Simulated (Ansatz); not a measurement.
# Direct or indirect: CaCu2S2 (P-3m1)

```
Cu Ca S
1.0
     3.94000    0.00000    0.00000
    -1.97000    3.41214    0.00000
     0.00000    0.00000    6.52300
Cu Ca S
2 1 2
Direct
  0.66667 0.33333 0.62351
  0.33333 0.66667 0.37649
  0.00000 0.00000 0.00000
  0.66667 0.33333 0.25370
  0.33333 0.66667 0.74630
```

Method: Ansatz, PBE, independent particles, without spin-orbit coupling, line width 0.2 eV (Gaussian). The band structure gives a fundamental gap of 1.08 eV. The spectrum of vertical transitions near the edge:

```json
{"E (eV)": "0.60", "Im ε, E ∥ xy": "0.00", "Im ε, E ∥ z": "0.00"}
{"E (eV)": "0.72", "Im ε, E ∥ xy": "0.00", "Im ε, E ∥ z": "0.00"}
{"E (eV)": "0.84", "Im ε, E ∥ xy": "0.02", "Im ε, E ∥ z": "0.00"}
{"E (eV)": "0.96", "Im ε, E ∥ xy": "0.10", "Im ε, E ∥ z": "0.02"}
{"E (eV)": "1.08", "Im ε, E ∥ xy": "0.29", "Im ε, E ∥ z": "0.13"}
{"E (eV)": "1.20", "Im ε, E ∥ xy": "0.54", "Im ε, E ∥ z": "0.39"}
{"E (eV)": "1.32", "Im ε, E ∥ xy": "0.75", "Im ε, E ∥ z": "0.77"}
{"E (eV)": "1.44", "Im ε, E ∥ xy": "0.90", "Im ε, E ∥ z": "1.12"}
{"E (eV)": "1.56", "Im ε, E ∥ xy": "1.00", "Im ε, E ∥ z": "1.34"}
{"E (eV)": "1.68", "Im ε, E ∥ xy": "1.11", "Im ε, E ∥ z": "1.48"}
{"E (eV)": "1.80", "Im ε, E ∥ xy": "1.24", "Im ε, E ∥ z": "1.58"}
{"E (eV)": "1.92", "Im ε, E ∥ xy": "1.40", "Im ε, E ∥ z": "1.64"}
{"E (eV)": "2.04", "Im ε, E ∥ xy": "1.61", "Im ε, E ∥ z": "1.69"}
{"E (eV)": "2.16", "Im ε, E ∥ xy": "1.95", "Im ε, E ∥ z": "1.74"}
{"E (eV)": "2.28", "Im ε, E ∥ xy": "2.55", "Im ε, E ∥ z": "1.82"}
{"E (eV)": "2.40", "Im ε, E ∥ xy": "3.56", "Im ε, E ∥ z": "2.02"}
```

**Question.** Is the gap direct or indirect, and about where do vertical transitions set in?

**Answer.** Direct: the band path has its least direct gap at the fundamental one, 1.08 eV, and the curves rise from there. Lines are broadened by 0.2 eV, which spreads the edge.

[Logs are printed without paths, hosts, clocks, repeated set-up lines and the standing remarks that a program may print on its own settings, such as how far it seeks lower states.]
